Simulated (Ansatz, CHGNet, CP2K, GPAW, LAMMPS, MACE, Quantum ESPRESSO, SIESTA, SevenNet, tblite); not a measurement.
**GPAW runs on amorphous 73P2O5-20PbO-7Al2O3 (mol %) (88 atoms)**

Aim: run amorphous 73P2O5-20PbO-7Al2O3 (mol %) (88 atoms) in GPAW and see how near its forces come to a plane-wave reference, and at what cost.

Calculated with GPAW 26.7.0; the method is named at each step.

**1. The starting structure**

The cell holds 88 atoms: 22 P, 3 Pb, 2 Al and 61 O. Its edges and angles: a = 10.812 Å, b = 10.812 Å, c = 10.812 Å, α = 90.0°, β = 90.0°, γ = 90.0°. 88 atoms (22 P, 3 Sr, 2 Al, 61 O) placed at random at 2.63 g/cm³, melted at 5000 K for 10 ps at fixed volume with the Morse and Coulomb pair potential with partial charges (Pedone, Malavasi, Menziani, Cormack and Segre, J. Phys. Chem. B 110, 11780 (2006)). Quenched from 5000 K to 300 K at 10 K/ps and fixed volume, held 10 ps at zero pressure, then minimised at fixed cell. Then Sr was replaced by Pb and the cell scaled by 1.008 (the potential has no terms for the new elements, so the cell is a start for a DFT relaxation).

The yardstick, on the same geometry:

| Property | Result |
| --- | --- |
| method | Kohn-Sham DFT, PBE, PAW, plane waves (Ansatz 0.2.0); cutoff 420 eV, Γ point, fermi-dirac smearing of 0.05 eV; PAW set soft_2 |
| r.m.s. force component | 1.353 eV/Å |
| longest force | 6.082 eV/Å |
| pressure | -2.03 GPa |
| gap (highest filled to lowest empty level) | 0.8801 eV |
| SCF cycles | 11 |
| time | 9.6 s on 8 threads of Arm Neoverse V2, shared host |
| CPU time | 69 s |

**2. PBE, LCAO dzp, h 0.18 Å**

Method: Kohn-Sham DFT, PBE, PAW, atomic orbitals (dzp).

The input, run.py:

```python
import numpy as np
from ase.io import read
from gpaw import GPAW, FermiDirac

atoms = read("structure.xyz")
atoms.calc = GPAW(
    mode="lcao",
    basis="dzp",
    h=0.18,
    xc="PBE",
    kpts={"size": (1, 1, 1), "gamma": True},
    occupations=FermiDirac(0.05),
    maxiter=200,
    symmetry={"point_group": False},
    txt="gpaw.txt",
)
energy = atoms.get_potential_energy(force_consistent=True)
forces = atoms.get_forces()
print(f"energy {energy:.6f} eV")
print("forces (eV/A)")
for i, (a, f) in enumerate(zip(atoms, forces)):
    print(f"{i:4d} {a.symbol:2s} {f[0]:10.5f} {f[1]:10.5f} {f[2]:10.5f}")
print(f"Fermi level {atoms.calc.get_fermi_level():.4f} eV")
for k in range(len(atoms.calc.get_ibz_k_points())):
    for s in range(atoms.calc.get_number_of_spins()):
        e = atoms.calc.get_eigenvalues(kpt=k, spin=s)
        n = np.searchsorted(e, atoms.calc.get_fermi_level())
        print(f"k {k} spin {s} levels about the Fermi level:", np.round(e[max(n - 6, 0):n], 4).tolist(), "|", np.round(e[n:n + 6], 4).tolist())
```

The input, structure.xyz:

```xyz
88
Lattice="10.81220 0.00000 0.00000 0.00000 10.81220 0.00000 0.00000 0.00000 10.81220" Properties=species:S:1:pos:R:3 pbc="T T T"
P 8.84654 2.12395 3.80092
P 5.76993 4.99502 5.73133
P 9.93101 8.64479 0.76475
P 9.96269 4.23784 0.03200
P 2.52011 10.10897 4.61919
P 5.74258 1.32558 7.58043
P 2.00491 5.03416 7.39457
P 1.93052 1.33152 0.50980
P 9.86711 6.52776 4.89685
P 8.72253 2.15466 6.92575
P 0.06628 0.04336 2.77171
P 4.08907 3.32800 3.69583
P 3.77573 5.40837 9.92787
P 6.91700 9.35180 0.53704
P 0.55175 8.61030 8.78362
P 8.50250 4.97977 2.60401
P 9.58415 5.08292 7.76846
P 2.06275 7.16243 5.17483
P 2.05789 4.34304 1.43759
P 8.53926 9.28671 4.61292
P 5.89719 3.10743 10.10887
P 2.13400 2.20655 5.91535
Pb 6.81255 8.06666 7.66607
Pb 4.15556 9.29049 9.73660
Pb 5.32079 7.53524 3.21977
Al 0.59954 0.97083 8.34280
Al 6.17852 1.35888 2.11292
O 9.73390 2.75754 0.19440
O 10.46318 8.64998 10.10616
O 5.35280 10.68105 7.68574
O 10.42145 7.46204 1.51663
O 5.84053 8.39730 0.98294
O 0.65565 4.50771 0.36956
O 3.41136 4.04074 2.49394
O 9.14474 7.88836 5.02465
O 2.20796 8.72263 5.35085
O 7.04674 5.31560 2.54671
O 9.22281 5.90206 3.63712
O 6.85818 9.49873 9.83651
O 9.11587 4.91155 1.17799
O 5.96228 2.44031 0.66722
O 1.27130 10.29667 3.66761
O 0.69295 2.30581 5.36588
O 1.12112 0.84119 1.75147
O 0.00605 7.74597 7.68196
O 6.69372 10.70408 1.21702
O 7.58292 1.48743 3.23317
O 3.04472 6.78487 4.12139
O 9.09468 3.59808 7.39760
O 1.90241 8.11553 9.25719
O 2.76046 5.11179 8.74653
O 2.99941 2.67797 4.58351
O 1.12090 1.23443 10.03210
O 0.57251 6.89267 4.78786
O 0.48482 4.97361 7.69537
O 8.47709 6.14101 7.94891
[... 28 atom lines left out ...]
O 3.17187 0.48785 0.33010
O 4.73704 4.17124 10.07297
O 3.77778 9.89457 3.84460
O 4.50674 6.68129 9.66827
```

Run with:

```sh
> OMP_NUM_THREADS=1 python run.py > output.txt
```

Log:

```text
energy -543.452369 eV
forces (eV/A)
   0 P    -2.31422   -0.67013   -1.19866
   1 P     2.23093   -1.55478    4.26809
   2 P     1.62799   -3.24998    0.96556
   3 P     3.14267   -5.34720    0.26402
   4 P     2.23831    1.95069   -0.99547
   5 P    -4.17996    1.24443   -2.02932
   6 P    -0.80250   -2.15179   -1.63886
   7 P     0.44291   -0.82959   -1.74532
   8 P    -0.62021    0.01779    2.14270
   9 P     0.11032   -0.31278    2.24988
  10 P    -0.05320   -2.45608    0.00781
  11 P     0.42755    0.62041   -0.00068
  12 P     1.82715   -0.09833    0.19790
  13 P    -0.64591    0.81342   -1.02434
  14 P     1.54985   -1.53477   -2.29274
  15 P    -2.90407    0.11168   -1.86009
  16 P    -1.16917    2.48289    1.72284
  17 P     1.85491   -0.37951   -2.10633
  18 P    -4.72976   -1.58960    2.60802
  19 P    -1.49260    2.60332   -1.57447
  20 P     5.17073    0.37023   -0.76574
  21 P    -4.97686   -0.53069   -0.05920
  22 Pb    0.72970   -0.53262   -0.75854
  23 Pb   -1.10324    0.48318    0.21735
[...]
80 O     1.38343    0.35054   -0.41598
  81 O     0.86738   -1.81192    0.85688
  82 O    -2.27040   -0.22038   -3.09386
  83 O    -1.14951   -0.56622   -0.53757
  84 O     1.64883   -0.69377    0.43848
  85 O    -2.56794    0.61562   -0.01881
  86 O     1.08664   -0.47012   -0.66491
  87 O     0.20770    0.92083    0.31896
Fermi level 4.0618 eV
k 0 spin 0 levels about the Fermi level: [2.8497, 2.9164, 3.0159, 3.1039, 3.3362, 3.7735] | [4.3565, 4.4568, 4.9778, 5.25, 5.5252, 5.8501]
```

gpaw.txt:

```text
Input parameters:
  mode=LCAO(),
  basis={'default': 'dzp'},
  h=0.18,
  kpts=MonkhorstPack(size=(1, 1, 1), gamma=True),
  maxiter=200,
  occupations=Occupations(name='fermi-dirac', width=0.05, fixmagmom=False),
  symmetry=Symmetry(point_group=False),
  xc=XC(name='PBE')
Unit cell  # Å
| periodic |         x |         y |         z |   lengths |    angles |
|----------|-----------|-----------|-----------|-----------|-----------|
|      yes | 10.812200 |  0.000000 |  0.000000 | 10.812200 | 90.000000 |
|      yes |  0.000000 | 10.812200 |  0.000000 | 10.812200 | 90.000000 |
|      yes |  0.000000 |  0.000000 | 10.812200 | 10.812200 | 90.000000 |
Number of symmetries: 1
Symmetry operations  # r_c * U_cc + t_c -> r_c
|   | kind |            matrix            |
|---|------|------------------------------|
| 0 |  E   |  1, 0, 0,  0, 1, 0,  0, 0, 1 |
BZ-sampling:
  Number of BZ points: 1
  Number of IBZ points: 1
  Monkhorst-Pack size: [1, 1, 1]
  Monkhorst-Pack shift: [0, 0, 0]
[... lines left out ...]
  MSR1-Mixer
occupation numbers:
  Fermi-Dirac:
    width: 0.0500  # eV
FastPoissonSolver using
    Stencil: 6*3+1=19 point O(h^6) finite-difference Laplacian
xc functional:
  name: PBE with 2 nearest neighbor stencil
interpolation: tri-quintic # 5. degree polynomial
Initialization done in: 8.042 s
convergence criteria:
- Maximum [total energy] change in last 3 cyles: 0.0005 eV / valence electron
- Maximum integral of absolute [dens]ity change: 0.0001 electrons / valence electron
- Maximum integral of absolute [eigenst]ate change: 4e-08 eV^2 / valence electron
maximum number of iterations: 200
SCF iterations
|iter     |      energy | eigst |  dens |
|---------|-------------|-------|-------|
|iter:   1| -618.407624 |      c|       |
|iter:   2| -600.446720 |      c| -0.82 |
|iter:   3| -543.806090 |      c| -0.87 |
|iter:   4| -543.524917 |      c| -1.50 |
|iter:   5| -543.526898 |      c| -1.81 |
|iter:   6| -543.465718c|      c| -2.18 |
|iter:   7| -543.450794c|      c| -2.70 |
|iter:   8| -543.450074c|      c| -3.00 |
|iter:   9| -543.450106c|      c| -3.55 |
|iter:  10| -543.450198c|      c| -3.99 |
|iter:  11| -543.450199c|      c| -4.42c|
Converged in 11 steps
SCF loop duration: 67.990 s (6.181 s/step)
Energy contributions relative to reference atoms: (reference = -2044186.327483)
Energy contributions:
  Kinetic:         431.990877
  Coulomb:        -301.837150
  Zero:              7.210070
  External:          0.000000
  Xc:             -680.811826
  Entropy:          -0.004340
  Spinorbit:         0.000000
  ----------------------------
  Free energy:    -543.452369
  Extrapolated:   -543.450199
dipole moment: (-40.434313, 19.940150, -92.576092)  # |e|*Ang
Fermi level: 4.062
Eigenvalues  # (at kpt = [0.000, 0.000, 0.000])
| band index |      eig [eV] | occ [0-2] |
|------------|---------------|-----------|
|          0 |       -22.328 |     2.000 |
|        ... |               |           |
|        254 |         2.508 |     2.000 |
|        255 |         2.604 |     2.000 |
[...]
|        269 |         5.982 |     0.000 |
|        ... |               |           |
|        318 |        11.021 |     0.000 |
Gap: 0.583 eV
Transition (v -> c):
  (s=0, k=0, n=261, [0.00, 0.00, 0.00]) -> (s=0, k=0, n=262, [0.00, 0.00, 0.00])
No difference between direct/indirect transitions
Force computation time: 11.812  # s
timing:  # [seconds]
  Total:  87.870  # ━━━━━━━━━━━━━━━━━━━━━━━━━━━━━━━━━━━━━━━━━━━━━━━━━━━━━━━━━
  Init:    8.041  # ━━━━━
  SCF:    67.990  # ━━━━━━━━━━━━━━━━━━━━━━━━━━━━━━━━━━━━━━━━━━━━
  Forces: 11.812  # ━━━━━━━╸
```

It took 89 s on 1 thread of Arm Neoverse V2, shared host; peak memory 1.4 GiB.

Banners, paths, timers and routine set-up lines are dropped from the logs unmarked, and long logs keep their key lines alone; longer cuts are marked.

Numbers from this run, and their distance from the reference:

| Item | Value |
| --- | --- |
| r.m.s. force component | 1.489 eV/Å |
| r.m.s. difference of force components | 517.8 meV/Å |
| longest difference of force vectors | 1636 meV/Å |
| force difference over r.m.s. force | 38.27 % |
| slope of forces against the reference's | 1.033 |
| correlation of force components | 0.9381 |
| gap (highest filled to lowest empty level) | 0.583 eV |
| gap difference | -0.2971 eV |

This run lies far from the reference in forces at the same functional.

Length of the force difference by element (eV/Å):

| element | atoms | mean | most |
| --- | --- | --- | --- |
| Al | 2 | 0.22 | 0.25 |
| O | 61 | 0.95 | 1.6 |
| P | 22 | 0.28 | 0.50 |
| Pb | 3 | 0.094 | 0.11 |

Levels nearest the highest filled one (eV from it): -0.92, -0.86, -0.76, -0.67, -0.44, 0.00, 0.58, 0.68, 1.20, 1.48, 1.75, 2.08.

The surroundings of P4, which bears the longest force, nearest first, numbered as they follow in the input and with coordinates relative to it.

| atom | x | y | z | distance (Å) | Fx | Fy | Fz (eV/Å) |
| --- | --- | --- | --- | --- | --- | --- | --- |
| P4 | 0.00 | 0.00 | 0.00 | 0.00 | 3.14 | -5.35 | 0.26 |
| O28 | -0.23 | -1.48 | 0.16 | 1.51 | -0.79 | -0.32 | -0.34 |
| O80 | -0.18 | 0.59 | -1.41 | 1.54 | -0.59 | 1.22 | -0.86 |
| O33 | 1.51 | 0.27 | 0.34 | 1.57 | 0.92 | 1.85 | -1.95 |
| O40 | -0.85 | 0.67 | 1.15 | 1.58 | -1.23 | 2.80 | 1.27 |
| O58 | -2.77 | -0.47 | -1.06 | 3.00 | 0.32 | 0.72 | -0.35 |
| P16 | -1.46 | 0.74 | 2.57 | 3.05 | -2.90 | 0.11 | -1.86 |
| P17 | -0.38 | 0.85 | -3.08 | 3.21 | -1.17 | 2.48 | 1.72 |
| P19 | 2.91 | 0.11 | 1.41 | 3.23 | -4.73 | -1.59 | 2.61 |
| O76 | 1.99 | 0.34 | 2.61 | 3.30 | 0.42 | 0.71 | 0.32 |

Atoms are counted from 1 here, from 0 in the log.

Forces lie 38 % from the reference's, at 1.3 times its CPU time (on 1 against 8 cores).

The difference per atom is largest on O (0.95 eV/Å on average, against 0.28 on P).

**3. PBE, LCAO dzp, h 0.25 Å**

Method: Kohn-Sham DFT, PBE, PAW, atomic orbitals (dzp).

Edit run.py of step 2 so:

```diff
@@ -8,3 +8,3 @@
     basis="dzp",
-    h=0.18,
+    h=0.25,
     xc="PBE",
```

structure.xyz is that of step 2.

Log:

```text
energy -511.843779 eV
forces (eV/A)
   0 P    -2.30091   -0.66377   -1.18951
   1 P     2.21677   -1.56312    4.29861
   2 P     1.59041   -3.24157    0.96598
   3 P     3.15914   -5.43099    0.24485
   4 P     2.26570    1.97098   -1.00301
   5 P    -4.17986    1.21411   -2.03614
[...]
85 O    -2.96312    0.67813    0.00397
  86 O     0.76666   -1.10178   -0.28252
  87 O    -0.19253    0.48548   -0.11972
Fermi level 4.0699 eV
k 0 spin 0 levels about the Fermi level: [2.865, 2.9232, 3.0241, 3.1159, 3.3475, 3.7806] | [4.3656, 4.4644, 4.99, 5.262, 5.5337, 5.854]
```

gpaw.txt:

```text
Input parameters:
  mode=LCAO(),
  basis={'default': 'dzp'},
  h=0.25,
  kpts=MonkhorstPack(size=(1, 1, 1), gamma=True),
  maxiter=200,
  occupations=Occupations(name='fermi-dirac', width=0.05, fixmagmom=False),
[... lines left out ...]
  Fermi-Dirac:
[... lines left out ...]
convergence criteria:
- Maximum [total energy] change in last 3 cyles: 0.0005 eV / valence electron
[... lines left out ...]
Converged in 11 steps
[... lines left out ...]
  Free energy:    -511.843779
[... lines left out ...]
Fermi level: 4.070
[... lines left out ...]
|        ... |               |           |
|        318 |        11.036 |     0.000 |
Gap: 0.585 eV
Transition (v -> c):
  (s=0, k=0, n=261, [0.00, 0.00, 0.00]) -> (s=0, k=0, n=262, [0.00, 0.00, 0.00])
No difference between direct/indirect transitions
Force computation time: 6.667  # s
timing:  # [seconds]
  Total:  51.777  # ━━━━━━━━━━━━━━━━━━━━━━━━━━━━━━━━━━━━━━━━━━━━━━━━━━━━━━━━━
  Init:    6.090  # ━━━━━━╸
  SCF:    38.993  # ━━━━━━━━━━━━━━━━━━━━━━━━━━━━━━━━━━━━━━━━━━━
  Forces:  6.667  # ━━━━━━━╸
```

The job ended after 53 s (1 thread; peak memory 0.67 GiB).

Compared with the plane-wave run:

- r.m.s. force component: 1.522 eV/Å
- r.m.s. difference of force components: 591.2 meV/Å
- longest difference of force vectors: 2267 meV/Å
- force difference over r.m.s. force: 43.7 %
- slope of forces against the reference's: 1.038
- correlation of force components: 0.9222
- gap (highest filled to lowest empty level): 0.585 eV
- gap difference: -0.2951 eV
- energy less the same-level run's: 359.2 meV/atom
- r.m.s. force difference from the same-level run: 305 meV/Å

This is a coarse setting, run to see what it loses.

Against the first run (38 %), the force difference from the reference is 44 %, at 0.59 times the CPU time: the grid matters here.

The difference per atom is largest on O (1.1 eV/Å on average, against 0.28 on P). The forces add up to 4.4 eV/Å instead of zero, usually a sign of too coarse a grid.

**4. PBE, LCAO szp(dzp), h 0.18 Å**

Method: Kohn-Sham DFT, PBE, PAW, atomic orbitals (szp(dzp)).

Edit run.py of step 3 so:

```diff
@@ -7,4 +7,4 @@
     mode="lcao",
-    basis="dzp",
-    h=0.25,
+    basis="szp(dzp)",
+    h=0.18,
     xc="PBE",
```

structure.xyz is that of step 3.

Log:

```text
energy -486.322993 eV
forces (eV/A)
   0 P    -2.34508   -1.00723   -1.62576
   1 P     3.10835   -1.53416    5.05094
   2 P     2.38499   -4.74973    1.36113
   3 P     4.13054   -7.28734   -0.03705
   4 P     3.33488    2.25292   -1.34029
   5 P    -5.76281    0.57576   -2.58943
   6 P    -0.86712   -2.76265   -1.88029
   7 P     1.40102   -1.31995   -1.97540
   8 P    -0.68477    0.11036    2.85693
   9 P     0.02268   -0.66341    2.83417
  10 P    -0.16311   -3.34614   -0.04003
  11 P     0.08385    0.83145   -0.54663
  12 P     2.38397    0.69552    0.72528
  13 P    -1.36336    0.38963   -1.70886
  14 P     2.05838   -2.71170   -3.34435
  15 P    -4.25900    0.55455   -2.55222
  16 P    -1.41919    3.72013    2.48888
  17 P     2.91276   -0.11748   -2.83815
  18 P    -6.04125   -1.24457    3.67406
  19 P    -2.50289    4.02511   -1.89927
  20 P     6.91735    0.71555   -0.90634
  21 P    -6.65532   -0.90449   -0.30904
  22 Pb    0.90854   -0.37827   -0.78777
  23 Pb   -1.40344    0.44097    0.33241
[...]
80 O     1.43393    0.24765   -0.56989
  81 O     1.04344   -2.22797    0.79819
  82 O    -2.59466   -0.35158   -3.55924
  83 O    -0.84628   -0.66405   -0.40840
  84 O     1.62193   -0.72900    0.39048
  85 O    -3.09334    0.77453   -0.07928
  86 O     1.14511   -0.56356   -0.66063
  87 O     0.24240    0.99188    0.21148
Fermi level 4.2117 eV
k 0 spin 0 levels about the Fermi level: [3.2596, 3.3207, 3.6, 3.6576, 3.6972, 4.0709] | [4.3527, 4.6272, 5.0166, 5.3414, 5.689, 5.8831]
```

gpaw.txt:

```text
Input parameters:
  mode=LCAO(),
  basis={'default': 'szp(dzp)'},
  h=0.18,
  kpts=MonkhorstPack(size=(1, 1, 1), gamma=True),
  maxiter=200,
  occupations=Occupations(name='fermi-dirac', width=0.05, fixmagmom=False),
  symmetry=Symmetry(point_group=False),
  xc=XC(name='PBE')
Unit cell  # Å
| periodic |         x |         y |         z |   lengths |    angles |
[... lines left out ...]
  Fermi-Dirac:
[... lines left out ...]
convergence criteria:
- Maximum [total energy] change in last 3 cyles: 0.0005 eV / valence electron
[... lines left out ...]
Converged in 18 steps
[... lines left out ...]
  Free energy:    -486.322993
  Extrapolated:   -486.301167
dipole moment: (-39.523246, 20.378986, -92.589677)  # |e|*Ang
Fermi level: 4.212
Eigenvalues  # (at kpt = [0.000, 0.000, 0.000])
| band index |      eig [eV] | occ [0-2] |
|------------|---------------|-----------|
|          0 |       -22.825 |     2.000 |
|        ... |               |           |
|        254 |         3.182 |     2.000 |
|        255 |         3.229 |     2.000 |
[...]
|        269 |         6.054 |     0.000 |
|        ... |               |           |
|        318 |        11.231 |     0.000 |
Gap: 0.282 eV
Transition (v -> c):
  (s=0, k=0, n=261, [0.00, 0.00, 0.00]) -> (s=0, k=0, n=262, [0.00, 0.00, 0.00])
No difference between direct/indirect transitions
Force computation time: 9.298  # s
timing:  # [seconds]
  Total:  102.558  # ━━━━━━━━━━━━━━━━━━━━━━━━━━━━━━━━━━━━━━━━━━━━━━━━━━━━━━━━
  Init:     7.275  # ━━━━
  SCF:     85.961  # ━━━━━━━━━━━━━━━━━━━━━━━━━━━━━━━━━━━━━━━━━━━━━━━
  Forces:   9.298  # ━━━━━
```

Elapsed: 1.7 min, on 1 thread; peak memory 1.3 GiB.

Numbers from this run, and their distance from the reference:

| Quantity | Value |
| --- | --- |
| r.m.s. force component | 1.86 eV/Å |
| r.m.s. difference of force components | 729.8 meV/Å |
| longest difference of force vectors | 2330 meV/Å |
| force difference over r.m.s. force | 53.94 % |
| slope of forces against the reference's | 1.299 |
| correlation of force components | 0.9452 |
| gap (highest filled to lowest empty level) | 0.2818 eV |
| gap difference | -0.5983 eV |

This is a coarse setting, run to see what it loses.

Against the first run (38 %), the force difference from the reference is 54 %, at 1.2 times the CPU time (18 SCF steps against 11), with 807 basis functions against 1174: the smaller basis costs accuracy.

**5. All runs compared**

Differences are against the plane-wave reference, forces as r.m.s. over components; share is that over the reference's r.m.s. force, slope the least-squares factor from reference forces to these. Total energies of different programs have different zeros and aren't compared.

| run | Δ force, r.m.s. (meV/Å) | share (%) | slope | Δ gap (eV) | cores | CPU time | memory (GiB) |
| --- | --- | --- | --- | --- | --- | --- | --- |
| reference | - | - | - | - | 8 | 69 s | 1.6 |
| GPAW PBE, LCAO dzp, h 0.18 Å | 518 | 38.3 | 1.033 | -0.297 | 1 | 89 s | 1.4 |
| GPAW PBE, LCAO dzp, h 0.25 Å (coarse) | 591 | 43.7 | 1.038 | -0.295 | 1 | 53 s | 0.67 |
| GPAW PBE, LCAO szp(dzp), h 0.18 Å (coarse) | 730 | 53.9 | 1.299 | -0.598 | 1 | 1.7 min | 1.3 |

Rows marked coarse were listed beforehand as settings not expected to be converged; some can still land near the reference.

CPU time is summed over cores on a shared host, where runs went side by side, so it is rough. Symmetry, cutoffs, thresholds, outputs and thread counts weren't matched or tuned between programs; memory under MPI is the largest rank's times the ranks.

Within one program, basis, potentials and functional, energies share a zero. Each run against its twin at the usual cutoff or grid and solver:

| run | twin | Δ energy (meV/atom) | Δ force, r.m.s. (meV/Å) | CPU time over the twin's |
| --- | --- | --- | --- | --- |
| GPAW PBE, LCAO dzp, h 0.25 Å | LCAO dzp, h 0.18 Å | 359 | 305 | 0.59 |

**6. Summary of results**

```
nearest in forces : GPAW PBE, LCAO dzp, h 0.18 Å, 38 %
its CPU time      : 89 s
```

In words: The PBE run in local orbitals, coarse settings apart, differs by 38 % (GPAW PBE, LCAO dzp, h 0.18 Å); basis, grid and potentials can all enter. Runs with settings chosen to be coarse differ by 44 % (GPAW PBE, LCAO dzp, h 0.25 Å) to 54 % (GPAW PBE, LCAO szp(dzp), h 0.18 Å), their programs' other errors included. None of the electronic-structure runs in the table takes under half the reference's CPU time of 69 s; they take 0.77 to 1.5 times as much. At the same functional, gaps differ from the reference's 0.880 eV by between -0.60 and -0.30 eV. The quench rate of 10 K/ps is many orders above laboratory rates, so the cell is likely richer in defects and strain than a real sample. The network of bonds at the start is that of the classical potential that made the cell, and needn't be the one that DFT or experiment would give. The reference's pressure of -2.0 GPa belongs to a cell and atoms that aren't relaxed at this level. The electronic-structure runs sample only Γ, in a cell whose shortest periodic width is 11 Å. Spin–orbit coupling is left out, which matters for the levels of the heavy elements.

[Also dropped from logs without a mark: logging warnings of Python, and SIESTA's first energy breakdown and zero terms.]

[Logs are printed without paths, hosts, clocks, repeated set-up lines and the standing remarks that a program may print on its own settings, such as how far it seeks lower states.]

[Hosts, paths, dates, database ids (printed as entryN), source tags and the programs' standing remarks are cut or masked in the printed files.]
